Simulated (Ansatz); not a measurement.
**From r2SCAN to G0W0: LaVO4 (P2_1/c)**

Aim: the quasiparticle gap of LaVO4 (P2_1/c), starting from r2SCAN.

Main program and level: Ansatz 0.2.0; r2SCAN, then G0W0 on it, plane waves, PAW.

**Experimental background.**

- Gap 3.4 eV: indirect optical gap from Tauc plot; diffuse reflectance, Kubelka-Munk; 300 K; powder (solid-state reaction, sintered at 1250 C) (“Structural phase transition and its consequences on optical behavior of LaV1-xNbxO4”, 2021, arxiv:2102.02442).

- Gap 3.5 ± 0.2 eV: earlier reported experimental gap; powder (literature value) (quoted in “Structural phase transition and its consequences on optical behavior of LaV1-xNbxO4”, 2021, arxiv:2102.02442).

Most raw output is cut from this account.

In doubt: masses and optical values from hybrid runs of this build are listed as unsure (in some of the runs), which bears on the screening that GW takes from such a start.

## (1) Set-up

Symmetry: P2_1/c, No. 14, monoclinic system. Conventional cell: a = 6.725 Å, b = 7.283 Å, c = 8.399 Å, α = 90.00°, β = 125.80°, γ = 90.00°. La has 9 O at 2.49 to 2.89 Å nearest. Nearest to V lie 4 O at 1.70 to 1.72 Å. O has 1 V at 1.72 Å and 2 La at 2.49 to 2.53 Å nearest. Nearest to O lie 1 V at 1.70 Å and 2 La at 2.50 to 2.53 Å. Nearest to O lie 1 V at 1.70 Å and 2 La at 2.52 to 2.68 Å. O has 1 V at 1.72 Å and 3 La at 2.56 to 2.89 Å nearest. Farther neighbours and most contacts between anions are not listed.

The cell and positions come from the Crystallography Open Database and are kept as given unless a step says otherwise. Spin-orbit coupling is left out unless a step names it. The default PAW set here is soft_2. Its files were made with PBE.

## (2) Bands along the symmetry lines

Levels along a band path and on the mesh show where this functional puts the band edges.

This step: DFT, r2SCAN, plane waves, PAW.

Input file input.yaml:

```yaml
crystal:
  lattice:
    - [6.725, 0.0, 0.0]
    - [0.0, 7.2827, 0.0]
    - [-4.9123006198, 0.0, 6.8121466218]
  atoms:
    - { symbol: La, position: [0.827399, 0.157198, 0.723776] }
    - { symbol: La, position: [0.172601, 0.657198, 0.776224] }
    - { symbol: La, position: [0.172601, 0.842802, 0.276224] }
    - { symbol: La, position: [0.827399, 0.342802, 0.223776] }
    - { symbol: V, position: [0.31429, 0.16481, 0.69917] }
    - { symbol: V, position: [0.68571, 0.66481, 0.80083] }
    - { symbol: V, position: [0.68571, 0.83519, 0.30083] }
    - { symbol: V, position: [0.31429, 0.33519, 0.19917] }
    - { symbol: O, position: [0.8171, 0.4979, 0.7446] }
    - { symbol: O, position: [0.1829, 0.9979, 0.7554] }
    - { symbol: O, position: [0.1829, 0.5021, 0.2554] }
    - { symbol: O, position: [0.8171, 0.0021, 0.2446] }
    - { symbol: O, position: [0.6098, 0.2795, 0.3821] }
    - { symbol: O, position: [0.3902, 0.7795, 0.1179] }
    - { symbol: O, position: [0.3902, 0.7205, 0.6179] }
    - { symbol: O, position: [0.6098, 0.2205, 0.8821] }
    - { symbol: O, position: [0.6587, 0.895, 0.4829] }
    - { symbol: O, position: [0.3413, 0.395, 0.0171] }
    - { symbol: O, position: [0.3413, 0.105, 0.5171] }
    - { symbol: O, position: [0.6587, 0.605, 0.9829] }
    - { symbol: O, position: [0.8898, 0.8436, 0.8857] }
    - { symbol: O, position: [0.1102, 0.3436, 0.6143] }
    - { symbol: O, position: [0.1102, 0.1564, 0.1143] }
    - { symbol: O, position: [0.8898, 0.6564, 0.3857] }
kpoints:
  mp_grid: { grid: [4, 4, 4] }
  band_path:
    path:
      - [0.0, 0.0, 0.0]
      - [0.0, 0.5, 0.0]
      - [0.0, 0.5, 0.5]
      - [0.0, 0.0, 0.5]
      - [0.0, 0.0, 0.0]
      - [-0.5, 0.0, 0.5]
      - [-0.5, 0.5, 0.5]
      - [0.0, 0.5, 0.0]
      - [-0.5, 0.5, 0.0]
      - [-0.5, 0.0, 0.0]
      - [0.0, 0.0, 0.0]
    npoints: 10
hamiltonian:
  xc: r2scan
scf:
  occupations: { method: fermi_dirac, width: 0.02 }
  n_extra_bands: 12
output:
  eigenvalues: true
  forces: true
  stress: true
```

On the command line:

```sh
> ansatz run input.yaml --threads 24 --pin off --max-ram 82944MiB --backend cuda --events-out ev --progress --plain --runs-dir out --devices 1 --max-vram 78GiB
```

Run time: 8.2 s. Hardware: 1 × NVIDIA GB200 (shared by 2 runs) with 24 threads of Arm Neoverse V2, shared host; peak memory 1.6 GiB; 58 s of CPU time.

This step gave:

```yaml
pressure: -0.3421 GPa
filled_bands: 96
gap: 3.913 eV
valence_top_at: Y_2
conduction_bottom_at: k = (-0.500, 0.350, 0.000)
least_direct_gap: 3.997 eV
```

Over mesh and path the gap is 3.913 eV, from k = (-0.500, 0.000, 0.000) to k = (-0.500, 0.350, 0.000). The least direct gap found is 3.997 eV, at k = (-0.500, 0.100, 0.000). On the 4×4×4 mesh alone the same run gives 3.920 eV, so that mesh misses an edge of r2SCAN: 3.920 − 3.913 = +0.007 eV.

Electronic bands along the path, in eV, zero at the top of the highest nominally filled band:

```
  point  band 93  band 94  band 95  band 96  band 97  band 98  band 99  band 100
      Γ    -0.33    -0.30    -0.28    -0.16     3.96     4.08     4.11      4.14
halfway    -0.35    -0.28    -0.16    -0.15     3.99     4.05     4.12      4.12
      Z    -0.30    -0.30    -0.11    -0.11     4.04     4.04     4.08      4.08
halfway    -0.31    -0.31    -0.11    -0.11     4.01     4.01     4.09      4.09
      D    -0.38    -0.38    -0.11    -0.11     4.03     4.03     4.05      4.05
halfway    -0.45    -0.45    -0.14    -0.14     3.98     3.98     4.11      4.11
      B    -0.42    -0.42    -0.18    -0.18     3.96     3.96     4.13      4.13
halfway    -0.41    -0.29    -0.19    -0.19     3.92     4.08     4.10      4.12
      Γ    -0.33    -0.30    -0.28    -0.16     3.96     4.08     4.11      4.14
halfway    -0.41    -0.38    -0.18    -0.15     3.99     4.12     4.16      4.17
      A    -0.33    -0.33    -0.15    -0.15     4.06     4.06     4.19      4.19
halfway    -0.36    -0.36    -0.16    -0.16     4.07     4.07     4.17      4.17
      E    -0.37    -0.37    -0.15    -0.15     4.08     4.08     4.14      4.14
halfway    -0.30    -0.30    -0.15    -0.15     4.05     4.05     4.14      4.14
      Z    -0.30    -0.30    -0.11    -0.11     4.04     4.04     4.08      4.08
halfway    -0.30    -0.30    -0.16    -0.16     3.96     3.96     4.10      4.10
     C2    -0.28    -0.28    -0.21    -0.21     3.93     3.93     4.11      4.11
halfway    -0.42    -0.30    -0.22    -0.10     3.93     4.04     4.11      4.13
     Y2    -0.38    -0.35    -0.28     0.00     4.01     4.04     4.13      4.15
halfway    -0.39    -0.37    -0.26    -0.09     3.96     4.06     4.14      4.15
      Γ    -0.33    -0.30    -0.28    -0.16     3.96     4.08     4.11      4.14
```

## (3) One-shot GW

G0W0 replaces the xc potential by a self-energy built once from the orbitals of the start. Levels are corrected in the window of bands that the input names, at points of the mesh.

This step: G0W0 on r2SCAN, plane waves, PAW.

input.yaml: that of step 2 with these lines changed.

```diff
@@ -31,17 +31,3 @@
 kpoints:
-  mp_grid: { grid: [4, 4, 4] }
-  band_path:
-    path:
-      - [0.0, 0.0, 0.0]
-      - [0.0, 0.5, 0.0]
-      - [0.0, 0.5, 0.5]
-      - [0.0, 0.0, 0.5]
-      - [0.0, 0.0, 0.0]
-      - [-0.5, 0.0, 0.5]
-      - [-0.5, 0.5, 0.5]
-      - [0.0, 0.5, 0.0]
-      - [-0.5, 0.5, 0.0]
-      - [-0.5, 0.0, 0.0]
-      - [0.0, 0.0, 0.0]
-    npoints: 10
+  mp_grid: { grid: [2, 2, 2] }
 hamiltonian:
@@ -49,7 +35,8 @@
 scf:
-  occupations: { method: fermi_dirac, width: 0.02 }
-  n_extra_bands: 12
-output:
-  eigenvalues: true
-  forces: true
-  stress: true
+  occupations: { method: fixed }
+gw:
+  n_empty_bands: 995
+  ecut_chi: 120.0
+  qp_bands: [v4, c4]
+  qp_kpoints: band_edges
+  screening: { model: contour_deformation }
```

Run time: 22 s. Hardware: 1 × NVIDIA GB200 (shared by 2 runs) with 24 threads; peak memory 5.2 GiB.

This step gave:

* bands summed: 1091
* RPA ε∞ on this mesh (eigenvalues): 3.791, 3.822, 4.307
* plane waves in the screening matrix: 987
* q-points in the mesh: 8
* G0W0 gap over the corrected points: 5.775 eV
* k of the valence top: -0.5, 0, 0
* k of the conduction bottom: -0.5, -0.5, 0
* starting gap on the mesh: 3.930 eV
* Z at the valence top: 0.7470
* Z at the conduction bottom: 0.7460
* least direct G0W0 gap over the corrected points: 5.873 eV

Over all 8 irreducible mesh points the G0W0 gap is 5.775 eV, from k = (-0.500, 0.000, 0.000) to k = (-0.500, -0.500, 0.000). The r2SCAN gap of this run on the mesh is 3.930 eV. The two states that bound the G0W0 gap lie that far apart at the start, so the correction of the gap is 5.775 − 3.930 = +1.845 eV. The start of this run differs from the step before in mesh (4×4×4 and 2×2×2).

Labels follow the order of the start: v1 is the top filled band, c1 the lowest empty one; levels that stay degenerate share a row, the window can cut a multiplet, doubted levels are not marked in this list, bands outside the window were not corrected, and the list may be a part of the corrected levels. Levels before and after the correction, in eV, zero at the valence-band top of each column:

```
           conduction bottom  valence top
Kohn-Sham               3.93         0.00
     G0W0               5.78         0.00
```

```
                         level  occupation  energy (eV)
Kohn-Sham        (-0.5 0 0) v3           2       -0.354
Kohn-Sham        (-0.5 0 0) v2           2       -0.283
Kohn-Sham        (-0.5 0 0) v1           2        0.000
Kohn-Sham        (-0.5 0 0) c1           0        4.011
Kohn-Sham        (-0.5 0 0) c2           0        4.043
Kohn-Sham        (-0.5 0 0) c3           0        4.127
Kohn-Sham     (-0.5 -0.5 0) v3           2       -0.282
Kohn-Sham  (-0.5 -0.5 0) v2-v1           2       -0.208
Kohn-Sham  (-0.5 -0.5 0) c1-c2           0        3.930
Kohn-Sham     (-0.5 -0.5 0) c3           0        4.111
     G0W0        (-0.5 0 0) v3           2       -0.386
     G0W0        (-0.5 0 0) v2           2       -0.340
     G0W0        (-0.5 0 0) v1           2        0.000
     G0W0        (-0.5 0 0) c1           0        5.873
     G0W0        (-0.5 0 0) c2           0        5.922
     G0W0        (-0.5 0 0) c3           0        6.087
     G0W0     (-0.5 -0.5 0) v3           2       -0.298
     G0W0  (-0.5 -0.5 0) v2-v1           2       -0.251
     G0W0  (-0.5 -0.5 0) c1-c2           0        5.775
     G0W0     (-0.5 -0.5 0) c3           0        5.982
```

The parts of the quasiparticle energy for the two states that bound the G0W0 gap, in eV on the run's own scale (QP = start + Σx + Σc − Vxc, with Σc at the quasiparticle energy):

```
             edge                        k  band   start       Σx      Σc      Vxc      Z      QP
      valence top   (-0.500, 0.000, 0.000)    96   6.919  −25.687   4.285  −21.180  0.747   6.697
conduction bottom  (-0.500, -0.500, 0.000)    97  10.849  −15.916  −6.073  −23.612  0.746  12.472
```

## (4) Spin-orbit coupling

This run has two-component orbitals with spin-orbit coupling.

This step: DFT, r2SCAN with spin-orbit coupling, plane waves, PAW.

input.yaml: that of step 3 with these lines changed.

```diff
@@ -31,3 +31,16 @@
 kpoints:
-  mp_grid: { grid: [2, 2, 2] }
+  mp_grid: { grid: [4, 4, 4] }
+  band_path:
+    path:
+      - [0.0, 0.0, 0.0]
+      - [0.0, 0.5, 0.0]
+      - [0.0, 0.5, 0.5]
+      - [0.0, 0.0, 0.5]
+      - [-0.5, 0.0, 0.5]
+      - [-0.5, 0.5, 0.5]
+      - [-0.5, 0.5, 0.0]
+      - [-0.5, 0.0, 0.0]
+      - [-0.5, 0.35, 0.0]
+      - [-0.5, 0.1, 0.0]
+    npoints: 1
 hamiltonian:
@@ -36,7 +49,9 @@
   occupations: { method: fixed }
-gw:
-  n_empty_bands: 995
-  ecut_chi: 120.0
-  qp_bands: [v4, c4]
-  qp_kpoints: band_edges
-  screening: { model: contour_deformation }
+  n_extra_bands: 24
+magnetization:
+  noncollinear: true
+  spin_orbit: true
+output:
+  eigenvalues: true
+  forces: true
+  stress: true
```

Run time: 8.8 s. Hardware: 1 × NVIDIA GB200 (shared by 2 runs) with 24 threads; peak memory 2.4 GiB.

This step gave:

- pressure: -0.3461 GPa
- gap: 3.913 eV
- valence top at: Y_2
- conduction bottom at: k = (-0.500, 0.350, 0.000)
- least direct gap: 3.996 eV

Over mesh and listed points the gap is 3.913 eV, from k = (-0.500, 0.000, 0.000) to k = (-0.500, 0.350, 0.000). The least direct gap found is 3.996 eV, at k = (-0.500, 0.100, 0.000). On the 4×4×4 mesh alone the same run gives 3.920 eV, so that mesh misses an edge of r2SCAN+SOC: 3.920 − 3.913 = +0.007 eV. r2SCAN+SOC against r2SCAN: 3.913 − 3.913 = +0.000 eV, with the same mesh, set of files (read in its fully relativistic form for the spin-orbit run) and cutoff, and both edges at the same k points. The spin-orbit run sees mesh and listed points alone, so its gap is an upper bound: the coupling can move an edge off these points, and the change over the zone, its sign included where it is small, is not known.

## (5) The runs together

Each gap is the least one over the points named; times are wall times on shared hosts, not benchmarks. A G0W0 time includes the run's own self-consistent start. Runs with listed points see these and the mesh alone, so an edge that moves elsewhere is missed. Rows marked * are further runs, not shown as steps, whose inputs differ from the G0W0 step on the same start in the columns given; solver thresholds can differ too. Rows marked ? have an edge level that the program doubts.

```
        level   mesh       files, cutoff   bands summed, screening                         points  gap (eV)             valence top        conduction bottom  least direct gap (eV)   time
       r2SCAN  4×4×4  soft_2 PAW, 500 eV                         -                  mesh and path     3.913  (-0.500, 0.000, 0.000)   (-0.500, 0.350, 0.000)                  3.997  8.2 s
   r2SCAN+SOC  4×4×4  soft_2 PAW, 500 eV                         -         mesh and listed points     3.913  (-0.500, 0.000, 0.000)   (-0.500, 0.350, 0.000)                  3.996  8.8 s
G0W0@r2SCAN*?  2×2×2  soft_2 PAW, 500 eV                259, 36 eV  all 8 irreducible mesh points     6.362  (-0.500, 0.000, 0.000)  (-0.500, -0.500, 0.000)                  6.476  6.2 s
 G0W0@r2SCAN*  2×2×2  soft_2 PAW, 500 eV                558, 72 eV  all 8 irreducible mesh points     5.882  (-0.500, 0.000, 0.000)  (-0.500, -0.500, 0.000)                  5.987   11 s
  G0W0@r2SCAN  2×2×2  soft_2 PAW, 500 eV              1091, 120 eV  all 8 irreducible mesh points     5.775  (-0.500, 0.000, 0.000)  (-0.500, -0.500, 0.000)                  5.873   22 s
 G0W0@r2SCAN*  2×2×2  soft_2 PAW, 500 eV  558, 72 eV, plasmon pole  all 8 irreducible mesh points     5.976  (-0.500, 0.000, 0.000)  (-0.500, -0.500, 0.000)                  6.098   10 s
```

Computed less measured, in eV, for the reports listed at the start; nothing is added to the computed values:

```
                          row  computed (eV)  3.4 eV (2021)  3.5 ± 0.2 eV (quoted 2021)
                  r2SCAN, gap          3.913         +0.513                      +0.413
              r2SCAN+SOC, gap          3.913         +0.513                      +0.413
             G0W0@r2SCAN, gap          5.775         +2.375                      +2.275
G0W0@r2SCAN, least direct gap          5.873         +2.473                      +2.373
```

## (6) Results

```yaml
r2scan_gap_over_mesh_and_path: 3.913 eV, from k = (-0.500, 0.000, 0.000) to k = (-0.500, 0.350, 0.000)
g0w0_r2scan_gap_over_all_8_irreducible_mesh_points: 5.775 eV, from k = (-0.500, 0.000, 0.000) to k = (-0.500, -0.500, 0.000)
r2scan_soc_gap_over_mesh_and_listed_points: 3.913 eV
gw_settings: 2×2×2 mesh, 995 empty bands, screening to 120 eV
known_limits: finite bands, screening cutoff and k mesh; no spin-orbit coupling in G0W0; no spin polarisation; screening cutoff under 40 eV in some runs
```

Over all 8 irreducible mesh points the G0W0 gap is 5.775 eV, from k = (-0.500, 0.000, 0.000) to k = (-0.500, -0.500, 0.000). The r2SCAN gap of this run on the mesh is 3.930 eV. The two states that bound the G0W0 gap lie that far apart at the start, so the correction of the gap is 5.775 − 3.930 = +1.845 eV. The valence state moves by 6.697 − 6.919 = −0.222 eV and the conduction state by 12.472 − 10.849 = +1.623 eV, on the run's own scale; how far single levels stand from their limit in bands is not shown. Over mesh and path, r2SCAN puts the conduction bottom at k = (-0.500, 0.350, 0.000), where no G0W0 correction was computed. The G0W0 gap over the whole zone is therefore not known from this run; at its settings it can only be equal to or under the 5.775 eV found, and no correction is carried over from another point. For the start itself the gap is 3.913 eV over mesh and path and 3.930 eV on the mesh of the G0W0 run, in runs that differ in mesh (4×4×4 and 2×2×2). From 259 bands and 36 eV to 1091 bands and 120 eV the gap moves by 5.775 − 6.362 = −0.587 eV (rung by rung 6.362, 5.882, 5.775 eV); bands and screening cutoff rise together, so their parts are not told apart. An edge row is in doubt in the run with 259 bands, so no limit is drawn and it is not known. With the plasmon pole model in place of the contour deformation model and all else as in the G0W0@r2SCAN row with 558 bands, the gap differs by 5.976 − 5.882 = +0.094 eV. G0W0 on other starts in this series, not shown as steps and not all at these settings: 6.196 eV on HSE06 (2×2×2, soft_2 PAW, 558 bands, 72 eV) and 5.867 eV on LDA (2×2×2, soft_2 PAW, 558 bands, 72 eV). r2SCAN+SOC against r2SCAN: 3.913 − 3.913 = +0.000 eV, with the same mesh, set of files (read in its fully relativistic form for the spin-orbit run) and cutoff, and both edges at the same k points. The spin-orbit run sees mesh and listed points alone, so its gap is an upper bound: the coupling can move an edge off these points, and the change over the zone, its sign included where it is small, is not known. What spin-orbit coupling does to the G0W0 levels was not computed, so no sum with the G0W0 gap is formed. Against experiment, G0W0@r2SCAN at 5.775 eV lies +2.375 eV from 3.4 eV (2021) and +2.275 eV from 3.5 ± 0.2 eV (quoted 2021). The measured 3.4 eV and 3.5 ± 0.2 eV lie under even the r2SCAN+SOC gap of 3.913 eV; these runs do not show why. The reports themselves run from 3.4 eV to 3.5 ± 0.2 eV. The differences hold parts that these runs do not separate: finite bands, cutoffs and mesh, points of the zone that were not corrected, the start of G0W0, spin-orbit coupling missing from it, static nuclei, no electron-hole attraction, and what each experiment reads as the gap. How much each gives is not known from the steps shown. The G0W0 runs are scalar-relativistic. The runs have no spin polarisation, and the cell holds V; whether a magnetic state lies lower is not shown here. Where d states form a band edge, one-shot GW is known to depend on its start; the orbital character of the edges was not analysed here. The cell holds La; where the f levels lie against the gap was not analysed here. No pair of G0W0 runs that differ in the mesh alone is shown (2×2×2 is a supercell whose nearest images lie 13 Å apart), so the error from the mesh is not known here. G0W0@r2SCAN runs of this series with other atomic data on the same mesh, not shown as steps, give 5.867 eV (hard PAW, 1050 eV, 558 bands, screening to 72 eV; the table's row with the same empty bands and screening cutoff has 5.882 eV); where bands and cutoffs differ too, the part of the files is not isolated. A screening cutoff under 40 eV is crude: G0W0@r2SCAN with 259 bands at 36 eV.

[Paths, hosts, dates, memory and timing lines, banners, echoed tables and standing remarks are left out of the program output.]

[Logs are printed without paths, hosts, clocks, repeated set-up lines and the standing remarks that a program may print on its own settings, such as how far it seeks lower states.]

[Runs of the session that timed out or met a known fault of the program may be left out.]

[Cells called generated may have been cut or substituted from an entry of the Crystallography Open Database or the Materials Project.]

[Hosts, paths, dates, database ids (printed as entryN), source tags and the programs' standing remarks are cut or masked in the printed files.]

[Where an RPA ε∞ is given, it is that of the G0W0 mesh and is not shown converged in it. Names of k-points follow the symmetry that the program found, which can be lower than the space group named. Band edges on a path are those of the sampled points; other points can move an edge, and change direct to indirect where valleys lie close.]

[Hybrid gaps are those of their k-mesh and are not shown converged in it.]
